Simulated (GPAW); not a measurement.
# TiO2 (Rutile, P4_2/mnm): the Ti K absorption edge, part 2 of 2

How does the Ti K edge of TiO2 (Rutile, P4_2/mnm) move when the bonds are compressed or stretched?

GPAW 26.7.0; X-ray absorption from dipole matrix elements to empty bands, plane-wave PAW LDA.

So far. Step 8 (Spectrum with FCH, Ti atom 1): The scaled spectrum changes by 7 % r.m.s. The highest intensity below 24 eV goes from 17.6 eV (3.05) to 18.0 eV (3.13). Step 10 (Spectrum with FCH, Ti atom 1): Against the first run the r.m.s. difference is 7 %. The highest intensity below 24 eV goes from 17.6 eV (3.05) to 17.3 eV (2.98).

## (12) Spectrum with FCH, Ti atom 1

Changed against the first core-hole run: volume scale from 1 to 1.06.

xas.py reads:

```python
import numpy as np
from ase import Atoms
from ase.parallel import parprint, paropen
from gpaw import GPAW, PW, FermiDirac, Mixer, MixerDif, setup_paths
from gpaw.test import gen
setup_paths.insert(0, '.')
gen('Ti', name='fch1s', xcname='LDA', corehole=(1, 0, 1), write_xml=True)
from gpaw.mpi import world
world.barrier()

atoms = Atoms('Ti4O8',
    cell=[[4.682266, 0, 3.01540296],
     [0, 4.682266, 3.01540296],
     [-4.682266, 0, 3.01540296]],
    scaled_positions=[[0.25, 0.5, 0.75],
     [0.75, 0.5, 0.25],
     [0, 0, 0],
     [0.5, 0, 0.5],
     [0.55496, 0.19504, 0.75],
     [0.05496, 0.19504, 0.25],
     [0, 0.69504, 0.30496],
     [0.5, 0.69504, 0.80496],
     [0.94504, 0.80496, 0.75],
     [0.44504, 0.80496, 0.25],
     [0, 0.30496, 0.69504],
     [0.5, 0.30496, 0.19504]],
    pbc=True)
atoms.calc = calc = GPAW(legacy_gpaw=True, mode=PW(500, force_complex_dtype=True), xc='LDA', setups={0: 'fch1s'},
    kpts={'size': (4, 4, 4), 'gamma': True}, occupations=FermiDirac(0.02),
    charge=0, mixer=Mixer(0.1, 5, 50), maxiter=150,
    convergence={'density': 0.0001, 'eigenstates': 1e-6}, txt='scf.txt')
energy = atoms.get_potential_energy() + calc.get_reference_energy()
ef = calc.get_fermi_level()
out = dict(energy=energy, fermi=ef, forces=atoms.get_forces().tolist())
parprint(f'all-electron energy {energy:.4f} eV, Fermi level {ef:.4f} eV')
ev = np.array([[calc.get_eigenvalues(k, s) for k in range(len(calc.get_ibz_k_points()))] for s in range(calc.get_number_of_spins())])
out['homo'], out['lumo'], out['counts'] = ev[ev < ef].max(), ev[ev > ef].min(), sorted(set((ev < ef).sum((0, 2)).tolist()))
out['filled'] = (ev[:, 0] < ef).sum(1).tolist()

from ase.units import Ha
from gpaw.xas import dipole_matrix_elements
nb = int(calc.get_number_of_electrons() / 2) + 102
top, nb = nb, nb + 8 + nb // 12
nscf = calc.fixed_density(kpts={'size': (6, 6, 6), 'gamma': True}, nbands=nb,
    convergence={'bands': top, 'eigenstates': 5e-3}, maxiter=60, txt='nscf.txt')
cell = atoms.cell.array
ops = [cell.T @ U.T @ np.linalg.inv(cell.T) for U in nscf.wfs.kd.symmetry.op_scc]
filled = [48]  # bands filled in the ground state, by spin
E = np.arange(-6, 34, 0.1)
fwhm = np.interp(E, [4, 25], [0.94, 3.5])
Y, X, zero, highest = 0, 0, 1e9, 1e9
for spin in range(nscf.get_number_of_spins()):
    wfs = nscf.wfs
    mine = wfs.bd.get_slice()  # this rank's bands
    A = dipole_matrix_elements(wfs.setups[0])
    eps = np.zeros((wfs.kd.nibzkpts, nb))
    d = np.zeros((3, A.shape[1], wfs.kd.nibzkpts, nb), complex)
    for kpt in wfs.kpt_u:
        if kpt.s == spin and 0 in kpt.P_ani:
            eps[kpt.k, mine] = kpt.eps_n * Ha
            d[:, :, kpt.k, mine] = (kpt.weight * wfs.nspins / 2) ** 0.5 * np.inner(A, kpt.P_ani[0])
    world.sum(eps)
    world.sum(d)
    T = np.einsum('amkn,bmkn->abkn', d, d.conj()).real
    T = sum(np.einsum('ai,ijkn,bj->abkn', R, T, R) for R in ops) / len(ops)
    empty = np.ones_like(eps, bool) & (np.arange(nb) >= filled[spin])
    zero, highest = min(zero, eps[empty].min()), min(highest, eps[:, top - 1].min())
    lines = [(eps, T, empty)] if spin == 0 else lines + [(eps, T, empty)]
for eps, T, empty in lines:
    f = np.einsum('aakn->akn', T).reshape(3, -1)
    x = eps.ravel() - zero
    w = np.interp(x, E, fwhm) / 2.35482
    g = np.exp(-0.5 * ((E[:, None] - x) / w) ** 2) / (w * (2 * np.pi) ** 0.5)
    Y = Y + (f * empty.ravel()) @ g.T
    X = X + (f * ~empty.ravel()) @ g.T
out.update(E=E.round(2).tolist(), xas=Y.tolist(), xes=X.tolist(), zero=zero, valid=highest - zero, nk=len(eps), nb=nb)
for i in range(0, len(E), 10):
    parprint(f'{E[i]:7.2f}', *(f'{v:10.3e}' for v in Y[:, i]))
import json
with paropen('out.json', 'w') as f:
    json.dump(out, f)
```

On the command line:

```console
OMP_NUM_THREADS=1 mpirun -n 4 gpaw python xas.py
```

Elapsed: 98 s, on 4 MPI ranks of Intel Xeon Platinum 8375C at 2.90GHz (Ice Lake), shared host; peak memory 0.5 GiB.

```tsv
E (eV)	first run	this run
-2.0	0.00	0.00
-1.0	0.00	0.00
0.0	0.02	0.01
1.0	0.03	0.03
2.0	0.25	0.23
3.0	0.24	0.18
4.0	0.07	0.07
5.0	0.24	0.30
6.0	0.27	0.12
7.0	0.04	0.01
8.0	0.03	0.05
9.0	0.13	0.19
10.0	0.45	0.57
11.0	0.96	1.02
12.0	1.10	1.08
13.0	1.12	1.10
14.0	1.29	1.32
15.0	1.59	1.80
16.0	2.21	2.54
17.0	2.91	2.92
18.0	3.02	2.72
19.0	2.74	2.50
20.0	2.65	2.55
21.0	2.82	2.67
22.0	2.93	2.58
23.0	2.77	2.32
24.0	2.48	2.01
25.0	2.14	1.64
26.0	1.75	1.29
27.0	1.38	1.09
28.0	1.18	1.06
29.0	1.15	1.14
30.0	1.22	1.29
31.0	1.37	1.50
32.0	1.59	1.75
```

The scaled spectrum changes by 13 % r.m.s. The highest intensity below 24 eV goes from 17.6 eV (3.05) to 17.0 eV (2.92).

The photon energy of the zero moves by +0.14 eV.

## (13) The volumes side by side

```tsv
volume	nearest distance (Å)	shift of the zero (eV)	maximum 1 (eV above own zero)	maximum 2 (eV above own zero)	maximum 3 (eV above own zero)	maximum 4 (eV above own zero)
0.94	1.907	-0.18	2.6	6.0	18.3	22.8
0.97	1.927	-0.09	2.5	5.8	18.0	22.3
1	1.947	+0.00	2.5	5.6	17.6	21.9
1.03	1.966	+0.07	2.4	5.3	17.3	21.5
1.06	1.985	+0.14	2.3	5.1	17.0	21.1
```

The curves, each shifted by its zero's change so that they share one photon-energy axis, counted from the zero at V × 1:

```tsv
E (eV)	V × 0.94	V × 0.97	V × 1	V × 1.03	V × 1.06
-2.0	0.00	0.00	0.00	0.00	0.00
-1.0	0.00	0.00	0.00	0.00	0.00
0.0	0.03	0.02	0.02	0.01	0.01
1.0	0.04	0.03	0.03	0.03	0.02
2.0	0.33	0.28	0.25	0.22	0.19
3.0	0.29	0.26	0.24	0.22	0.20
4.0	0.09	0.07	0.07	0.06	0.06
5.0	0.18	0.21	0.24	0.26	0.28
6.0	0.38	0.33	0.27	0.21	0.16
7.0	0.10	0.06	0.04	0.02	0.01
8.0	0.03	0.03	0.03	0.03	0.04
9.0	0.12	0.12	0.13	0.15	0.16
10.0	0.41	0.43	0.45	0.48	0.50
11.0	0.93	0.95	0.96	0.97	0.98
12.0	1.12	1.11	1.10	1.09	1.08
13.0	1.14	1.13	1.12	1.11	1.09
14.0	1.35	1.32	1.29	1.28	1.27
15.0	1.57	1.57	1.59	1.64	1.71
16.0	2.00	2.10	2.21	2.33	2.44
17.0	2.77	2.86	2.91	2.93	2.91
18.0	3.21	3.13	3.02	2.89	2.76
19.0	3.05	2.89	2.74	2.62	2.51
20.0	2.83	2.73	2.65	2.59	2.53
21.0	2.92	2.87	2.82	2.75	2.66
22.0	3.17	3.06	2.93	2.77	2.61
23.0	3.20	2.99	2.77	2.56	2.36
24.0	2.97	2.71	2.48	2.26	2.06
25.0	2.65	2.39	2.14	1.91	1.70
26.0	2.30	2.01	1.75	1.52	1.33
27.0	1.86	1.59	1.38	1.23	1.11
28.0	1.47	1.30	1.18	1.11	1.06
29.0	1.28	1.20	1.15	1.12	1.12
30.0	1.25	1.22	1.22	1.23	1.26
31.0	1.32	1.33	1.37	1.41	1.47
32.0	1.47	1.52	1.59	1.66	1.71
```

## (14) Outcome

| Item | Value |
| --- | --- |
| absorber and edge | Ti K, atom 1 of the ground-state input (counted from 1) |
| surroundings | 4 O at 1.95 Å and 2 O at 1.98 Å (octahedral, site symmetry mmm) |
| highest intensity below 24 eV | 17.6 eV above the zero, height 3.05 |
| photon energy of the zero, with the added terms | 4948.3 eV (raw 4971.0 eV; LDA puts this hole about 13 eV below PBE, itself good to a few eV) |

In words: From V × 0.94 to V × 1.06 the nearest distance grows by 0.078 Å and the zero moves by +0.32 eV. Above their own zero, the maxima move from 2.6 to 2.3 eV, from 6.0 to 5.1 eV, from 18.3 to 17.0 eV and from 22.8 to 21.1 eV. The one highest in energy moves most, in the direction that the rule ΔE·R² ≈ constant for scattering resonances gives. The Ti K edge of atom 1, with 4 O at 1.95 Å and 2 O at 1.98 Å (octahedral, site symmetry mmm), has its highest intensity of the first 24 eV at 17.6 eV above the zero, near 4966 eV in photon energy (LDA puts this hole about 13 eV below PBE, itself good to a few eV), 3.1 times the mean level of the first 20 eV (Gaussian full width 0.94 eV up to 4 eV, rising linearly to 3.5 eV at 25 eV). At the Ti K edge of atom 1 polarisation matters most near 11.4 eV, where the curves differ by 0.9 on this scale. The strongest dipole feature below the main edge lies at 5.6 eV (height 0.34); the site has an inversion centre, so it comes from p states mixed with the neighbours' empty states, not from local p–d mixing. Quadrupole 1s→3d transitions, which feed the pre-edge, are not in the dipole spectrum. The holes are only 5.5 Å apart, so the shape is probably not converged with cell size; no larger cell was run here. The mesh is coarse (0.24 Å⁻¹ between points), so small maxima may be mesh ripples. Lifetime broadening is put in by hand, and intensities beyond about 20 eV depend on it and on the partial waves. The structure is a published determination, not relaxed.

[Logs are printed without paths, hosts, clocks, repeated set-up lines and the standing remarks that a program may print on its own settings, such as how far it seeks lower states.]

[Hosts, paths, dates, database ids (printed as entryN), source tags and the programs' standing remarks are cut or masked in the printed files.]

[Lists of maxima count a maximum above −3 eV only where it reaches 4 % of the highest in the window and stands out from its surroundings by 2 % of it (1.5 % where it reaches 55 %); shoulders and weaker maxima are passed over, and of the rest the first, up to two pre-edge ones and the few strongest are named.]
